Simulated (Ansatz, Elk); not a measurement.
# Bonding as seen by X-rays: YSCl

Structure refinements treat a crystal as free atoms side by side. For a made-up structure of YSCl (cell and positions from a PBE relaxation) the runs below show what the calculated density changes in F(hkl).

Calculated with Elk 11.2.3 (patched build); DFT, PBE, all-electron APW+lo, Dirac cores, scalar-relativistic bands, static density, no spin.

The structure was built from a prototype and need not be the compound's stable phase.

## Step 1: The starting structure

It takes space group R-3m (No. 166, trigonal). The conventional cell has a = 4.393 Å, b = 4.393 Å, c = 29.832 Å, α = 90.00°, β = 90.00°, γ = 120.00°. Nearest to Y lie 4 S at 2.67 to 2.83 Å and 3 Cl at 2.96 Å. Nearest to Cl lie 3 Y at 2.96 Å. Nearest to S lie 4 Y at 2.67 to 2.83 Å. Farther neighbours and most contacts between anions are not listed.

As a file:

```cif
data_structure
_symmetry_space_group_name_H-M 'P 1'
_symmetry_Int_Tables_number 1
_cell_length_a 10.2623
_cell_length_b 10.2623
_cell_length_c 10.2623
_cell_angle_alpha 24.718
_cell_angle_beta 24.718
_cell_angle_gamma 24.718
_cell_volume 166.19
loop_
_atom_site_label
_atom_site_type_symbol
_atom_site_fract_x
_atom_site_fract_y
_atom_site_fract_z
_atom_site_occupancy
Y1 Y 0.77221 0.77221 0.77221 1
Y2 Y 0.22779 0.22779 0.22779 1
Cl3 Cl 0.61214 0.61214 0.61214 1
Cl4 Cl 0.38786 0.38786 0.38786 1
S5 S 0.86691 0.86691 0.86691 1
S6 S 0.13309 0.13309 0.13309 1
```

## Step 2: Ground state and structure factors

An all-electron density is needed, since X-rays see the cores too. Task 0 finds the density and task 195 Fourier-transforms it; tshift is off so that phases refer to the origin typed.

elk.in

```
tasks
  0
  195

xctype
  20

spinpol
  .false.

rgkmax
  7.0

gmaxvr
  14.0

lmaxo
  7

lmaxapw
  8

swidth
  0.002

tshift
  .false.

ramdisk
  .false.

hmaxvr
  5.5

maxscl
  120

epspot
  1e-06

sppath
  './'

avec
  4.15077247917 2.39644960860 18.79125843526
  -4.15077247917 2.39644960860 18.79125843526
  -0.00000000000 -4.79289921597 18.79125843541

atoms
  3
  'Y.in'
  2
  0.7722117426 0.7722117426 0.7722117426   0.000000 0.000000 0.000000
  0.2277882574 0.2277882574 0.2277882574   0.000000 0.000000 0.000000
  'Cl.in'
  2
  0.6121435299 0.6121435299 0.6121435299   0.000000 0.000000 0.000000
  0.3878564701 0.3878564701 0.3878564701   0.000000 0.000000 0.000000
  'S.in'
  2
  0.8669110424 0.8669110424 0.8669110424   0.000000 0.000000 0.000000
  0.1330889576 0.1330889576 0.1330889576   0.000000 0.000000 0.000000

ngridk
  6 6 6
```

Run with:

```bash
$ OMP_NUM_THREADS=4 elk
```

Numbers of over 12 decimals in the logs are rounded to 6 here.

Log:

```text
┌─────────────────────────┐
│ Elk code version 11.2.3 │
└─────────────────────────┘

All units are atomic (Hartree, Bohr, etc.)

┌─────────────────────────────────────────────────┐
│ Ground-state run starting from atomic densities │
└─────────────────────────────────────────────────┘

Lattice vectors :
   4.150772479       2.396449609       18.79125844
  -4.150772479       2.396449609       18.79125844
  -0.000000000      -4.792899216       18.79125844

Reciprocal lattice vectors :
  0.7568693946      0.4369787487      0.1114558192
 -0.7568693946      0.4369787487      0.1114558192
 -0.1690071574E-16 -0.8739574975      0.1114558192

Unit cell volume      :    1121.513087
Brillouin zone volume :   0.2211746046

Muffin-tin inner radius fraction :   0.1000000000E-01

Nuclei treated as point charges

Species : 1 (Y)
 parameters loaded from : Y.in
 name : yttrium
 nuclear charge    :   -39.00000000
 electronic charge :    39.00000000
 atomic mass :    162065.4503
 muffin-tin radius :    2.600000000
 number of radial points in muffin-tin :   1193
 inner part over the whole radius :   0.9871815862E-02
 number on inner part of muffin-tin    :    847
 approximate nuclear radius :   0.8135895711E-04
 number of mesh points to nuclear radius :    416
 atomic positions (lattice), magnetic fields (Cartesian) :
  1 :  -0.22778826 -0.22778826 -0.22778826    0.00000000  0.00000000  0.00000000
  2 :   0.22778826  0.22778826  0.22778826    0.00000000  0.00000000  0.00000000

Species : 2 (Cl)
 parameters loaded from : Cl.in
 name : chlorine
 nuclear charge    :   -17.00000000
 electronic charge :    17.00000000
 atomic mass :    64626.86550
 muffin-tin radius :    2.200000000
 number of radial points in muffin-tin :    793
 inner part over the whole radius :   0.9992010025E-02
 number on inner part of muffin-tin    :    555
 approximate nuclear radius :   0.6305718926E-04
 number of mesh points to nuclear radius :    253
 atomic positions (lattice), magnetic fields (Cartesian) :
  1 :  -0.38785647 -0.38785647 -0.38785647    0.00000000  0.00000000  0.00000000
  2 :   0.38785647  0.38785647  0.38785647    0.00000000  0.00000000  0.00000000

Species : 3 (S)
 parameters loaded from : S.in
 name : sulphur
 nuclear charge    :   -16.00000000
 electronic charge :    16.00000000
 atomic mass :    58450.91931
 muffin-tin radius :    2.200000000
 number of radial points in muffin-tin :    793
 inner part over the whole radius :   0.9890556315E-02
 number on inner part of muffin-tin    :    554
 approximate nuclear radius :   0.6195814986E-04
 number of mesh points to nuclear radius :    251
 atomic positions (lattice), magnetic fields (Cartesian) :
  1 :  -0.13308896 -0.13308896 -0.13308896    0.00000000  0.00000000  0.00000000
  2 :   0.13308896  0.13308896  0.13308896    0.00000000  0.00000000  0.00000000

Total number of atoms per unit cell :    6
Total muffin-tin volume :    325.6533057
 ratio of muffin-tin to unit cell volume :   0.2903695994

Spin treatment :
 spin-unpolarised

Number of Bravais lattice symmetries :   12
Number of crystal symmetries         :   12
Crystal has inversion symmetry
Real symmetric eigensolver will be used

k-point grid :      6     6     6
k-point offset :    0.000000000       0.000000000       0.000000000
k-point set is reduced with full crystal symmetry group
Total number of k-points :       32

Muffin-tin radius times maximum |G+k| :    7.000000000
 using average radius
Maximum |G+k| for APW functions       :    3.000000000
Maximum (1/2)|G+k|²                   :    4.500000000
Maximum |G| for potential and density :    14.00000000
Constant for pseudocharge density :    9
 order of it for each species :   16  16  16
 order of it for pair densities of each species (exact exchange by exxq0 0: 17) :   12   8   8
Radial integration step length :    1

G-vector grid sizes :     90    90    90
Number of G-vectors :    51971

Maximum angular momentum used for
 APW functions            :    8
 outer part of muffin-tin :    7
[...]
Madelung                    :     -10246.821507749
 xc potential                :     -438.29822008647
 exchange                    :     -320.90052354407
 correlation                 :     -6.515021
 electron entropic           :    -0.48472397433410E-11
 total energy                :     -8495.3939375895

Density of states at Fermi energy :   0.5029362034E-07
 (states/Hartree/unit cell)

Estimated indirect band gap :   0.1545032701
 from k-point 1 to k-point 12
Estimated direct band gap   :   0.1593253982
 at k-point 13

Charges :
 core                        :    96.00000000
 valence                     :    48.00000000
 interstitial                :    9.654085896
 muffin-tins (core leakage)
  species : 1 (Y)
[...]
species : 2 (Cl)
[...]
species : 3 (S)
[...]
total in muffin-tins        :    134.3459141
 total calculated charge     :    143.9992496
 total charge                :    144.0000000
 error                       :   0.7504232131E-03

RMS change in Kohn-Sham potential (target) :   0.3150913879     (  0.1000000000E-05)
Absolute change in total energy (target)   :   0.7112664959     (  0.1000000000E-03)

[... loops 3 to 13 left out ...]

┌──────────────────┐
│ Loop number : 14 │
└──────────────────┘

Energies :
 Fermi                       :     0.130772
 sum of occupied eigenvalues :     -4980.6585325591
 electron kinetic            :      8715.3397168759
 core electron kinetic       :      8536.1618828356
 Coulomb                     :     -16881.378720036
 Coulomb potential           :     -13270.742992830
 nuclear-nuclear             :     -798.13795426361
 electron-nuclear            :     -18911.448483412
 Hartree                     :      2828.2077176398
 Madelung                    :     -10246.007223621
 xc potential                :     -425.25525660488
 exchange                    :     -320.72110326871
 correlation                 :     -6.519939
 electron entropic           :    -0.48756830868043E-11
 total energy                :     -8493.2800454434

Density of states at Fermi energy :   0.5029130233E-07
 (states/Hartree/unit cell)

Estimated indirect band gap :   0.1208745261
 from k-point 1 to k-point 12
Estimated direct band gap   :   0.1215142941
 at k-point 1

Charges :
 core                        :    96.00000000
 valence                     :    48.00000000
 interstitial                :    9.945582442
 muffin-tins (core leakage)
  species : 1 (Y)
[...]
species : 2 (Cl)
[...]
species : 3 (S)
[...]
total in muffin-tins        :    134.0544176
 total calculated charge     :    143.9992634
 total charge                :    144.0000000
 error                       :   0.7366128111E-03

RMS change in Kohn-Sham potential (target) :   0.5783105069E-06 (  0.1000000000E-05)
Absolute change in total energy (target)   :   0.4733728747E-04 (  0.1000000000E-03)

Convergence targets achieved

┌──────────────────┐
│ Loop number : 15 │
└──────────────────┘

Energies :
 Fermi                       :     0.130772
 sum of occupied eigenvalues :     -4980.6585221408
 electron kinetic            :      8715.3397274052
 core electron kinetic       :      8536.1618854036
 Coulomb                     :     -16881.378719715
 Coulomb potential           :     -13270.742988011
 nuclear-nuclear             :     -798.13795426361
 electron-nuclear            :     -18911.448485774
 Hartree                     :      2828.2077203225
 Madelung                    :     -10246.007225709
 xc potential                :     -425.25526153484
 exchange                    :     -320.72110346844
 correlation                 :     -6.519939
 electron entropic           :    -0.48756892604101E-11
 total energy                :     -8493.2800347436

Density of states at Fermi energy :   0.5029134410E-07
 (states/Hartree/unit cell)

Estimated indirect band gap :   0.1208743024
 from k-point 1 to k-point 12
Estimated direct band gap   :   0.1215142214
 at k-point 1

Charges :
 core                        :    96.00000000
 valence                     :    48.00000000
 interstitial                :    9.945579853
 muffin-tins (core leakage)
  species : 1 (Y)
[...]
species : 2 (Cl)
[...]
atom 2                    :    15.66358613     (  0.1506692637E-04)
  species : 3 (S)
   atom 1                    :    14.65670005     (  0.7143908933E-04)
   atom 2                    :    14.65670005     (  0.7143908933E-04)
 total in muffin-tins        :    134.0544201
 total calculated charge     :    143.9992634
 total charge                :    144.0000000
 error                       :   0.7366143656E-03

┌──────────────────────────────┐
│ Self-consistent loop stopped │
└──────────────────────────────┘

Wrote STATE.OUT
```

The job ended after 2 min (4 threads of Arm Neoverse N1, shared host; peak memory 0.41 GiB; 4.3 min of CPU time).

SFACRHO.OUT:

```text

h k l indices transformed by vhmat matrix:
   1.000000000       0.000000000       0.000000000    
   0.000000000       1.000000000       0.000000000    
   0.000000000       0.000000000       1.000000000    

      h      k      l  multipl.   |H|            Re(F)            Im(F)           |F|

      0      0      0      1   0.0000000       144.00000      0.58704096E-15   144.00000    
     -1     -1     -1      2  0.33436746      -38.815796     -0.24318938E-13   38.815796    
      2      2      2      2  0.66873492      -53.010835      0.13424054E-12   53.010835    
     -1      0      0      6  0.88103581       5.5811987      0.97275754E-15   5.5811987    
      1      1      0      6  0.90193753      -62.651696      0.44746847E-13   62.651696    
     -1     -1     -2      6  0.98110147       4.2634679      0.10821928E-12   4.2634679    
     -3     -3     -3      2   1.0031024       43.653404      0.19649702E-12   43.653404    
     -2     -2     -1      6   1.0365142       54.377955      0.11575815E-12   54.377955    
     -3     -2     -2      6   1.1715371      -36.312035     -0.24464852E-12   36.312035    
     -2     -3     -3      6   1.2485333       68.594082      0.34046514E-13   68.594082    
      4      4      4      2   1.3374698      -38.182082     -0.32100999E-13   38.182082    
     -3     -3     -4      6   1.4163480      -4.0629170     -0.97275754E-15   4.0629170    
     -4     -4     -3      6   1.5056268      -81.885486     -0.17460998E-12   81.885486    
     -1      1      0      6   1.5137388       102.20051      0.11521571E-16   102.20051    
     -2      0     -1     12   1.5502280      -28.962682     -0.21400666E-13   28.962682    
     -2     -1     -3     12   1.6548751      -42.138822     -0.10894884E-12   42.138822    
     -5     -5     -5      2   1.6718373      -20.803757     -0.45822960E-12   20.803757    
      4      4      5      6   1.6920955       72.743779     -0.30544587E-12   72.743779
```

Elk indexes on the primitive cell of elk.in and gives |H| = 4π sin θ/λ in inverse bohr. Below, one row stands for each form hkl of the conventional cell (m members, Friedel mates merged), F is for one primitive cell and the density is static (no thermal factor). Free-atom factors are Waasmaier and Kirfel's, and R is Σm||F|−|F'||/Σm|F|.

| hkl | m | sin θ/λ (Å⁻¹) | abs F, DFT | neutral atoms | diff. |
| --- | --- | --- | --- | --- | --- |
| 003 | 2 | 0.050 | 38.816 | 38.656 | +0.160 |
| 006 | 2 | 0.101 | 53.011 | 52.983 | +0.028 |
| 101 | 6 | 0.133 | 5.581 | 5.389 | +0.192 |
| 012 | 6 | 0.136 | 62.652 | 62.654 | -0.003 |
| 104 | 6 | 0.147 | 4.263 | 5.241 | -0.977 |
| 009 | 2 | 0.151 | 43.653 | 43.464 | +0.189 |
| 015 | 6 | 0.156 | 54.378 | 54.221 | +0.157 |
| 107 | 6 | 0.176 | 36.312 | 36.671 | -0.359 |
| 018 | 6 | 0.188 | 68.594 | 68.137 | +0.457 |
| 0 0 12 | 2 | 0.201 | 38.182 | 38.043 | +0.139 |
| 1 0 10 | 6 | 0.213 | 4.063 | 4.186 | -0.123 |
| 0 1 11 | 6 | 0.226 | 81.885 | 81.644 | +0.241 |
| 110 | 6 | 0.228 | 102.201 | 102.148 | +0.053 |
| 113 | 12 | 0.233 | 28.963 | 28.924 | +0.039 |

## Step 3: The highest occupied states alone

An energy window below the Fermi level keeps the highest occupied states, to see at which angles they scatter; shallow core shells can lie inside it and anion s states outside. No new self-consistency is needed.

elk.in, as its differences from that of step 2:

```diff
@@ -1,3 +1,2 @@
 tasks
-  0
   195
@@ -40,2 +39,5 @@
 
+wsfac
+  -0.310220 0.430770
+
 sppath
```

Run with:

```bash
$ OMP_NUM_THREADS=4 elk
```

Log:

```text
┌─────────────────────────────────┐
│ Elk code version 11.2.3 started │
└─────────────────────────────────┘

Info(readinput): the functional depends on the density's gradient
 muffin-tin radial points multiplied by    2.00000
 (not where nrmtscf is given)

┌────────────────────┐
│ Current task : 195 │
└────────────────────┘

Info(sfacrho): density structure factors written to SFACRHO.OUT

 Energy window :  -0.3102200000      0.4307700000

┌──────────────────┐
│ Elk code stopped │
└──────────────────┘
```

The job ended after 35 s (4 threads; peak memory 0.28 GiB; 39 s of CPU time).

States within 12 eV below the Fermi level hold 26.11 electrons; any levels below the window count with the cores, and a count that is not whole means the window cuts a band. Their amplitudes can exceed the total, where window and core parts have opposite phase:

| hkl | sin θ/λ (Å⁻¹) | abs F, window | abs F, all |
| --- | --- | --- | --- |
| 003 | 0.050 | 4.556 | 38.816 |
| 006 | 0.101 | 2.562 | 53.011 |
| 101 | 0.133 | 0.503 | 5.581 |
| 012 | 0.136 | 0.406 | 62.652 |
| 104 | 0.147 | 10.457 | 4.263 |
| 009 | 0.151 | 2.916 | 43.653 |
| 015 | 0.156 | 2.765 | 54.378 |
| 107 | 0.176 | 2.414 | 36.312 |
| 018 | 0.188 | 6.527 | 68.594 |
| 0 0 12 | 0.201 | 4.403 | 38.182 |

## Step 4: Another functional

The difference from free atoms is small, so it is set against the change that LDA (Perdew-Wang) makes.

elk.in, as its differences from that of step 3:

```diff
@@ -1,2 +1,3 @@
 tasks
+  0
   195
@@ -4,3 +5,3 @@
 xctype
-  20
+  3
 
@@ -39,5 +40,2 @@
 
-wsfac
-  -0.310220 0.430770
-
 sppath
```

Run with:

```bash
$ OMP_NUM_THREADS=4 elk
```

Log:

```text
┌─────────────────────────┐
│ Elk code version 11.2.3 │
└─────────────────────────┘

All units are atomic (Hartree, Bohr, etc.)

┌─────────────────────────────────────────────────┐
│ Ground-state run starting from atomic densities │
└─────────────────────────────────────────────────┘

Lattice vectors :
   4.150772479       2.396449609       18.79125844
  -4.150772479       2.396449609       18.79125844
  -0.000000000      -4.792899216       18.79125844

Reciprocal lattice vectors :
  0.7568693946      0.4369787487      0.1114558192
[...]
interstitial                :    10.04998515
 muffin-tins (core leakage)
  species : 1 (Y)
[...]
species : 2 (Cl)
[...]
species : 3 (S)
   atom 1                    :    14.62590817     (  0.6485625943E-04)
   atom 2                    :    14.62590817     (  0.6485625943E-04)
 total in muffin-tins        :    133.9500149
 total calculated charge     :    143.9993311
 total charge                :    144.0000000
 error                       :   0.6689294060E-03

┌──────────────────────────────┐
│ Self-consistent loop stopped │
└──────────────────────────────┘

Wrote STATE.OUT
[key lines of the parts left out:]
total energy                :     -8480.7230998514
```

It took 85 s on 4 threads; peak memory 0.37 GiB.

Against the first run R = 0.05 %; the largest change is +0.101 at 104.

## Step 5: A coarser k-mesh

About half the k-points along each axis test the sampling.

elk.in, as its differences from that of step 4:

```diff
@@ -5,3 +5,3 @@
 xctype
-  3
+  20
 
@@ -64,2 +64,2 @@
 ngridk
-  6 6 6
+  3 3 3
```

Run with:

```bash
$ OMP_NUM_THREADS=4 elk
```

Log:

```text
┌─────────────────────────┐
│ Elk code version 11.2.3 │
└─────────────────────────┘

All units are atomic (Hartree, Bohr, etc.)

┌─────────────────────────────────────────────────┐
│ Ground-state run starting from atomic densities │
└─────────────────────────────────────────────────┘

Lattice vectors :
   4.150772479       2.396449609       18.79125844
  -4.150772479       2.396449609       18.79125844
  -0.000000000      -4.792899216       18.79125844

Reciprocal lattice vectors :
  0.7568693946      0.4369787487      0.1114558192
[...]
interstitial                :    9.946349325
 muffin-tins (core leakage)
  species : 1 (Y)
[...]
species : 2 (Cl)
[...]
species : 3 (S)
   atom 1                    :    14.65619958     (  0.7143247259E-04)
   atom 2                    :    14.65619958     (  0.7143247259E-04)
 total in muffin-tins        :    134.0536507
 total calculated charge     :    143.9992580
 total charge                :    144.0000000
 error                       :   0.7420184699E-03

┌──────────────────────────────┐
│ Self-consistent loop stopped │
└──────────────────────────────┘

Wrote STATE.OUT
[key lines of the parts left out:]
total energy                :     -8493.2801044205
```

Elapsed: 82 s, on 4 threads; peak memory 0.45 GiB.

Against the first run R = 0.00 %; the largest change is +0.002 at 1 0 13.

## Step 6: Settings against the effect

| run | R against the first run (%) | R against neutral atoms, low angle (%) | wall time |
| --- | --- | --- | --- |
| PBE, rgkmax 7 | 0.00 | 0.45 | 2 min |
| LDA (Perdew-Wang) | 0.05 | 0.42 | 85 s |
| k-mesh 3×3×3 | 0.00 | 0.45 | 82 s |

## Step 7: Results

```json
{
 "R against neutral atoms, sin θ/λ < 0.3 Å⁻¹": "0.45 %",
 "R against neutral atoms, 0.3 to 0.60 Å⁻¹": "0.23 %"
}
```

In words: Independent neutral atoms miss the calculated amplitudes by R = 0.45 % below 0.3 Å⁻¹ and 0.23 % from there to 0.60 Å⁻¹; by shells, 1.20 % below 0.15 Å⁻¹ (5 forms), 0.36 % 0.15 to 0.3 (21 forms), 0.30 % 0.3 to 0.45 (42 forms), 0.19 % above 0.45 (81 forms). Bonding, aspherical density and the tables' own atoms all enter these figures, and the runs don't part them. The largest change of an amplitude is -0.98 electrons, at 104. Weak lines can change much in proportion: 104 goes from 5.24 to 4.26. The window's part falls from 26.1 electrons at the origin to at most 0.42 between 0.45 and 0.60 Å⁻¹. Below 0.3 Å⁻¹ the changes that finished (LDA (Perdew-Wang) and k-mesh 3×3×3) move F by R = 0.05 % at most, against the 0.45 % that separates it from free atoms. The basis has no finished test. Part of the difference isn't bonding: the tables are fits to free atoms and ions calculated by other methods than this functional. Thermal motion, anomalous dispersion and extinction are left out.

[Logs are printed without paths, hosts, clocks, repeated set-up lines and the standing remarks that a program may print on its own settings, such as how far it seeks lower states.]

[Hosts, paths, dates, database ids (printed as entryN), source tags and the programs' standing remarks are cut or masked in the printed files.]
